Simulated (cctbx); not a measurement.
## Y2Tl across an absorption edge

Space group P6/mmm (no. 191), a = 5.7710 Å, b = 5.7710 Å, c = 3.3790 Å, α = 90.00°, β = 90.00°, γ = 120.00°.

| atom | mult. | x | y | z | Ueq (Å²) |
| --- | --- | --- | --- | --- | --- |
| Tl1 | 1 | 0 | 0 | 0 | 0.0156 |
| Y1 | 2 | 1/3 | 2/3 | 1/2 | 0.0172 |

The model is made up (kin elements in a known structure type, no relaxation), so it says nothing on whether the phase exists.

Calculated with cctbx: free-atom f′ and f″ from the Sasaki tables, no fine structure; amplitudes in electrons.

```
E (eV)  F 0 2 1  F 1 2 1  F 0 3 1  F 1 1 1
 16438     80.0     71.4     12.0     12.4
 16788     79.6     71.1     13.1     13.6
 16918     79.1     70.6     14.2     14.7
 16978     78.6     70.1     15.2     15.8
 17008     78.0     69.5     16.2     16.8
 17023     77.4     68.9     17.2     17.9
 17030     76.9     68.5     18.1     18.9
 17034     76.4     68.0     19.0     19.8
 17042     76.0     67.6     19.0     19.8
 17046     77.0     68.6     17.1     17.8
 17053     77.7     69.2     15.8     16.4
 17068     78.4     69.9     14.5     14.9
 17098     79.1     70.6     13.3     13.6
 17188     80.1     71.5     11.7     11.9
 17438     81.2     72.6     10.1     10.2
```

**Question.** Which edge is crossed, and why do the reflections move as they do?

The K edge of Y. The edge is at 17038 eV. f′ of Y falls from -4.4 e at 16918 eV to -7.6 e at 4 eV below it, and f″ steps from 0.53 to 3.75 e across it. Over that approach |F| changes by -3 % (0 2 1), -4 % (1 2 1), +34 % (0 3 1) and +35 % (1 1 1): a reflection falls where Y scatters in phase with the total and rises where it scatters against it; it hardly moves where the Y term is small or cancels by symmetry. Above the edge the larger f″ enters the imaginary part, where it can add to or cancel the other atoms' f″. The structure is centrosymmetric, so Friedel mates stay equal.

[Logs are printed without paths, hosts, clocks, repeated set-up lines and the standing remarks that a program may print on its own settings, such as how far it seeks lower states.]
